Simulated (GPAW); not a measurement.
# A Nb chain with a Zn atom on top of one atom: relaxation, then transmission at several levels, part 2 of 2

Aim: the conductance of a Nb chain with a Zn atom on top of one atom after relaxation, and whether geometry, basis or functional moves it most.

GPAW 26.7.0; GPAW LCAO, PAW setups; relaxation of the junction within the symmetry of its start, lead ends held (the session's first sound run).

So far, transmission at the Fermi level (one spin): step 3 (GPAW, dzp, PBE, GPAW) 3.88; step 4 (basis szp(dzp), PBE, GPAW) 3.95; step 5 (basis sz(dzp), PBE, GPAW) 4.00; step 6 (RPBE) 3.88.

### 7. Without the relaxation: geometry = "as built"

Level of this step: GPAW LCAO, PAW setups; Landauer transmission from Green's functions with principal layers (ASE), zero bias (GPAW).

The dzp basis with PBE on the structure as first built shows what the relaxation was worth.

File run.py:

```python
import json
import numpy as np
from ase import Atoms
from ase.transport.calculators import TransportCalculator
from gpaw import GPAW, FermiDirac
from gpaw.lcao.tools import get_lcao_hamiltonian
from scipy.linalg import eigh

# The junction with lead layers at both ends, along the third cell vector
device = Atoms(
    ['Nb', 'Nb', 'Nb', 'Nb', 'Nb', 'Nb', 'Nb', 'Nb', 'Nb', 'Zn', 'Nb', 'Nb', 'Nb', 'Nb', 'Nb', 'Nb', 'Nb', 'Nb'],
    positions=[
        [4.50000, 4.50000, 1.17500],
        [4.50000, 4.50000, 3.52500],
        [4.50000, 4.50000, 5.87500],
        [4.50000, 4.50000, 8.22500],
        [4.50000, 4.50000, 10.57500],
        [4.50000, 4.50000, 12.92500],
        [4.50000, 4.50000, 15.27500],
        [4.50000, 4.50000, 17.62500],
        [4.50000, 4.50000, 19.97500],
        [6.87050, 4.50000, 19.97500],
        [4.50000, 4.50000, 22.32500],
        [4.50000, 4.50000, 24.67500],
        [4.50000, 4.50000, 27.02500],
        [4.50000, 4.50000, 29.37500],
        [4.50000, 4.50000, 31.72500],
        [4.50000, 4.50000, 34.07500],
        [4.50000, 4.50000, 36.42500],
        [4.50000, 4.50000, 38.77500]],
    cell=[[9.0, 0.0, 0.0], [0.0, 9.0, 0.0], [0.0, 0.0, 39.95]],
    pbc=True)

# One principal layer of the lead: the first 5 atoms of the device
lead = Atoms(
    ['Nb', 'Nb', 'Nb', 'Nb', 'Nb'],
    positions=[
        [4.50000, 4.50000, 1.17500],
        [4.50000, 4.50000, 3.52500],
        [4.50000, 4.50000, 5.87500],
        [4.50000, 4.50000, 8.22500],
        [4.50000, 4.50000, 10.57500]],
    cell=[[9.0, 0.0, 0.0], [0.0, 9.0, 0.0], [0.0, 0.0, 11.75]],
    pbc=True)

settings = dict(mode='lcao', basis='dzp', xc='PBE', h=0.2,
                occupations=FermiDirac(0.1), maxiter=250,
                mixer=dict(beta=0.1, nmaxold=8, weight=100.0),
                convergence=dict(density=0.0001))
energies = np.arange(-2, 2 + 1e-9, 0.025)
eta = 0.0001
n1, n2 = 1, 1
# k and -k transmit alike, so half of the mesh across the current serves
mesh = [(i, j) for i in range(n1) for j in range(n2) if (i, j) <= (-i % n1, -j % n2)]
weights = np.array([1 if (i, j) == (-i % n1, -j % n2) else 2 for i, j in mesh]) / (n1 * n2)

# [... helper functions left out ...]
fermi_lead = ground_state(lead, (1, 1, 10), 'lead.txt')
fermi_device = ground_state(device, (1, 1, 2), 'device.txt')
# [... loop over the mesh left out, but for ...]
        # Shift the lead onto the potential of the device's first layer
        shift = ((H[:, 0, 0] - H0[:, 0, 0]) / S0[0, 0]).real.mean()
# [...]
kT = 8.617333e-5 * 300
bias = [0.1, 0.2, 0.5, 1.0, 1.5, 2.0]
# [... integrals and printing left out ...]
```

Started as:

```bash
$ OMP_NUM_THREADS=1 OPENBLAS_NUM_THREADS=1 python run.py
```

Output:

```text
basis functions: device 514, principal layer 145
Fermi level: lead -2.3976 eV, device -2.3353 eV; lead shifted by -0.0000 eV
largest coupling past the next layer 3.08e-07 eV, largest misfit of the first layer 0.007 eV
  E-E_F (eV)   T (one spin)  [channel counts left out]
    -2.000    2.9304e+00
    -1.975    2.9323e+00
    -1.950    2.9339e+00
[...]
1.975    1.9814e+00
     2.000    1.9831e+00
conductance at 300 K: 4.6631 G0 a cell; thermopower -0.7862 uV/K
current from the zero-bias T(E) at 0.1 V: 36.132 uA
current from the zero-bias T(E) at 0.2 V: 72.276 uA
current from the zero-bias T(E) at 0.5 V: 180.54 uA
current from the zero-bias T(E) at 1.0 V: 352.43 uA
current from the zero-bias T(E) at 1.5 V: 517.71 uA
current from the zero-bias T(E) at 2.0 V: 680.8 uA
```

Elapsed: 7.3 min, on 1 thread of Arm Neoverse V1, shared host; peak memory 1.7 GiB.

This step gave:

| Property | Result |
| --- | --- |
| conductance | 4.663 G₀ |
| largest coupling past the next principal layer | 3.08e-7 eV |
| largest misfit of the first principal layer | 0.006719 eV |
| shift that aligns the lead | -1.43e-5 eV |
| transmission at the Fermi level (one spin) | 4.662 |

One spin. Transmission, zone mean against energy, zero at the Fermi level:

```csv
energy (eV),"transmission, zone mean"
-2.000,2.93
-1.900,2.94
-1.800,2.94
-1.700,2.95
-1.600,2.95
-1.500,2.95
-1.450,3.93
-1.400,2.97
-1.300,2.97
-1.200,2.96
-1.100,2.95
-1.000,2.95
-0.900,2.94
-0.800,2.96
-0.700,3.01
-0.600,3.11
-0.500,2.95
-0.400,3.58
-0.300,4.29
-0.200,4.54
-0.100,4.62
0.000,4.66
0.100,4.72
0.200,4.80
0.300,4.94
0.400,5.12
0.500,5.30
0.600,5.44
0.675,5.57
0.700,5.53
0.800,5.55
0.900,5.52
1.000,5.43
1.100,5.30
1.200,5.10
1.300,4.79
1.400,4.38
1.500,3.98
1.550,3.86
1.600,3.75
1.700,3.12
1.800,3.24
1.825,3.36
1.900,1.97
2.000,1.98
```

The conductance, 4.66 G₀, lies 21 % above that of the dzp run.

### 8. The ladder

Times are for 1 thread of Arm Neoverse V1, shared host. Results by setting:

```csv
no.,run,conductance (G₀),time,memory (GiB)
1,dzp,3.859,6.4 min,1.7
2,szp,3.932,3.3 min,1.6
3,sz,3.987,2.4 min,1.5
4,dzp RPBE,3.865,6.6 min,1.7
5,asbuilt,4.663,7.3 min,1.7
```

### 9. Comparison

The curves are compared point by point over the common energies.

This step: comparison of transmission and cost over codes, levels and geometry (GPAW 26.7.0).

Ladder, by row:

```csv
step,code,T at the Fermi level (sum over the listed spins),conductance (G0),r.m.s. T(E) from the first,wall time (s),peak memory (GiB),threads
dzp,GPAW,3.875,3.859,0,385.4,1.66,1
szp,GPAW,3.949,3.932,0.1931,197.8,1.56,1
sz,GPAW,4.004,3.987,0.2421,144.1,1.48,1
dzp-RPBE,GPAW,3.881,3.865,0.1511,394,1.66,1
asbuilt,GPAW,4.662,4.663,1.578,437.5,1.66,1
```

Transmission, zone mean, sum over the listed spins against energy, zero at the Fermi level:

```csv
energy (eV),dzp,szp,sz,dzp-RPBE,asbuilt
-2.000,0.655,0.545,0.560,0.655,2.93
-1.800,1.01,0.940,0.917,1.01,2.94
-1.600,1.28,1.22,1.26,1.35,2.95
-1.450,2.94,1.92,1.94,2.02,3.93
-1.400,2.23,2.05,2.04,2.31,2.97
-1.200,2.64,2.38,2.35,2.60,2.96
-1.000,2.66,2.58,2.55,2.74,2.95
-0.975,2.76,2.59,2.56,2.72,2.94
-0.800,2.66,2.60,2.59,2.65,2.96
-0.600,2.37,2.43,2.44,2.38,3.11
-0.400,1.84,1.83,1.87,1.83,3.58
-0.200,3.24,3.25,3.32,3.24,4.54
0.000,3.88,3.95,4.00,3.88,4.66
0.200,4.14,4.27,4.32,4.16,4.80
0.275,4.22,4.35,4.40,4.23,4.90
0.300,4.18,4.36,4.40,2.83,4.94
0.325,4.24,4.36,4.40,4.25,4.98
0.400,4.20,4.29,4.33,4.20,5.12
0.600,3.75,3.79,3.85,3.72,5.44
0.800,3.16,3.14,3.19,3.13,5.55
1.000,2.70,2.67,2.70,2.68,5.43
1.200,2.40,2.44,2.48,2.39,5.10
1.400,2.30,2.40,2.45,2.29,4.38
1.600,2.23,2.41,2.48,2.20,3.75
1.800,1.30,2.09,2.07,1.27,3.24
2.000,0.663,0.408,0.756,0.715,1.98
```

### 10. Potential alignment off

Without the shift, lead and junction are matched by their Fermi levels alone.

This step: GPAW LCAO, PAW setups; Landauer transmission from Green's functions with principal layers (ASE), zero bias (GPAW 26.7.0).

Edit run.py of step 7 so:

```diff
@@ -19,6 +19,6 @@
         [4.50000, 4.50000, 15.27500],
-        [4.50000, 4.50000, 17.62500],
-        [4.50000, 4.50000, 19.97500],
-        [6.87050, 4.50000, 19.97500],
-        [4.50000, 4.50000, 22.32500],
+        [4.96646, 4.50000, 17.80854],
+        [3.91639, 4.50000, 19.97500],
+        [6.61309, 4.50000, 19.97500],
+        [4.96646, 4.50000, 22.14146],
         [4.50000, 4.50000, 24.67500],
@@ -60,4 +60,4 @@
 # [... loop over the mesh left out, but for ...]
-        # Shift the lead onto the potential of the device's first layer
-        shift = ((H[:, 0, 0] - H0[:, 0, 0]) / S0[0, 0]).real.mean()
+        # Lead and device are aligned by their Fermi levels alone
+        shift = 0.0
 # [...]
```

Output:

```text
basis functions: device 514, principal layer 145
Fermi level: lead -2.3976 eV, device -2.3211 eV; lead shifted by 0.0000 eV
largest coupling past the next layer 3.08e-07 eV, largest misfit of the first layer 0.022 eV
  E-E_F (eV)   T (one spin)  [channel counts left out]
    -2.000    6.5496e-01
    -1.975    7.2669e-01
    -1.950    7.9113e-01
    -1.925    8.4647e-01
    -1.900    8.9260e-01
    -1.875    9.3056e-01
    -1.850    9.6185e-01
    -1.825    9.8814e-01
    -1.800    1.0110e+00
    -1.775    1.0320e+00
    -1.750    1.0526e+00
    -1.725    1.0743e+00
    -1.700    1.0991e+00
    -1.675    1.1291e+00
    -1.650    1.1671e+00
    -1.625    1.2166e+00
[...]
1.825    1.0961e+00
     1.850    9.4862e-01
     1.875    7.6640e-01
     1.900    6.7444e-01
     1.925    6.0564e-01
     1.950    5.6974e-01
     1.975    5.8048e-01
     2.000    6.4969e-01
conductance at 300 K: 3.8301 G0 a cell; thermopower -4.3 uV/K
current from the zero-bias T(E) at 0.1 V: 29.646 uA
current from the zero-bias T(E) at 0.2 V: 59.113 uA
current from the zero-bias T(E) at 0.5 V: 144.8 uA
current from the zero-bias T(E) at 1.0 V: 268.7 uA
current from the zero-bias T(E) at 1.5 V: 385.97 uA
current from the zero-bias T(E) at 2.0 V: 496.41 uA
```

Elapsed: 6.5 min, on 1 thread; peak memory 1.7 GiB.

This step gave:

```yaml
conductance: 3.830 G₀
thermopower: -4.300 μV/K
largest_misfit_of_the_first_principal_layer: 0.02179 eV
shift_that_aligns_the_lead: 0 eV
transmission_at_the_fermi_level_one_spin: 3.841
```

One spin. Table of transmission, zone mean by energy, zero at the Fermi level:

energy (eV), transmission, zone mean and a bar from the least value:
```
   -2.000       0.65 
   -1.800       1.01 ###
   -1.600       1.28 #####
   -1.450       2.78 ##################
   -1.400       2.23 #############
   -1.200       2.65 #################
   -1.000       2.79 ##################
   -0.800       2.66 #################
   -0.600       2.38 ##############
   -0.400       1.83 ##########
   -0.200       3.19 #####################
    0.000       3.84 ###########################
    0.200       4.14 #############################
    0.325       4.24 ##############################
    0.400       4.20 ##############################
    0.600       3.75 ##########################
    0.800       3.16 #####################
    0.975       3.15 #####################
    1.000       2.69 #################
    1.200       2.42 ###############
    1.400       2.30 ##############
    1.600       2.22 #############
    1.625       2.31 ##############
    1.800       1.29 #####
    2.000       0.65
```

Not self-consistent under bias; the bias window is split evenly. Table of current through one cell, from the zero-bias transmission by bias:

```csv
bias (V),"current through one cell, from the zero-bias transmission (μA)"
0.100,29.6
0.200,59.1
0.500,145
1.000,269
1.500,386
2.000,496
```

Table of transmission of the three most open eigenchannels by energy, zero at the Fermi level:

```csv
energy (eV),channel 1,channel 2,channel 3
-2.000,0.505,0.149,0.00114
-1.900,0.763,0.126,0.00376
-1.800,0.876,0.122,0.0131
-1.700,0.918,0.132,0.0496
-1.600,0.934,0.194,0.153
-1.500,0.942,0.587,0.189
-1.400,0.946,0.914,0.264
-1.300,0.979,0.948,0.389
-1.200,0.967,0.954,0.531
-1.100,0.964,0.906,0.645
-1.000,0.986,0.814,0.716
-0.900,0.991,0.750,0.682
-0.800,0.998,0.759,0.585
-0.700,0.976,0.749,0.520
-0.600,0.869,0.725,0.485
-0.500,0.713,0.669,0.474
-0.400,0.660,0.606,0.484
-0.300,0.665,0.590,0.551
-0.200,0.759,0.708,0.549
-0.100,0.842,0.744,0.598
0.000,0.882,0.750,0.673
0.100,0.899,0.804,0.747
0.200,0.905,0.899,0.808
0.300,0.974,0.892,0.873
0.400,0.997,0.938,0.867
0.500,0.995,0.991,0.832
0.600,0.998,0.986,0.789
0.700,0.997,0.924,0.745
0.800,0.994,0.831,0.692
0.900,0.992,0.744,0.628
1.000,0.994,0.689,0.572
1.100,0.997,0.657,0.517
1.200,0.996,0.649,0.483
1.300,0.986,0.671,0.456
1.400,0.963,0.728,0.429
1.500,0.919,0.823,0.400
1.600,0.942,0.823,0.370
1.700,0.995,0.637,0.265
1.800,0.864,0.238,0.177
1.900,0.479,0.196,4.2e-6
2.000,0.484,0.166,4.2e-6
```

The conductance, 3.83 G₀, lies 0.7 % below that of the dzp run.

### 11. Summary of results

```json
{
 "conductance": "3.86 G₀",
 "transmission at the Fermi level, mean of the spins": "3.88",
 "thermopower": "-4.52 μV/K"
}
```

In words: In the dzp basis the junction conducts 3.86 G₀ at 300 K, with T = 3.88 a spin at the Fermi level; the sz basis reaches that conductance within 10 %. Relaxation moved atoms by up to 0.58 Å and took the conductance from 4.66 to 3.86 G₀, as a ratio a larger change than the step from dzp to the minimal basis. At the Fermi level the three most open eigenchannels pass 0.88, 0.76 and 0.68. Measured against the first run (dzp), the nearest curve is that of dzp-RPBE (r.m.s. 0.15) and the farthest that of asbuilt (1.6). Over the compared runs wall time goes from 144 s (sz) to 437 s (asbuilt), on a shared host. The leads kept an estimated spacing and the cell its length, so the junction may be under some tension or compression. The geometry comes from the orbital basis, which tends to overbind, and kept the symmetry of the start, so a structure of lower symmetry may lie lower. The run had no spin polarisation, so a magnetic state, which chains and small molecules with open shells often have, wasn't tested. An evenly spaced straight chain is an idealisation: free chains tend to dimerise, zigzag or, where a band edge lies near the Fermi level, turn magnetic. The currents use the zero-bias T(E) throughout, which holds only while the bias is small against the distance to the nearest feature.

[Logs are printed without paths, hosts, clocks, repeated set-up lines and the standing remarks that a program may print on its own settings, such as how far it seeks lower states.]

[Hosts, paths, dates, database ids (printed as entryN), source tags and the programs' standing remarks are cut or masked in the printed files.]
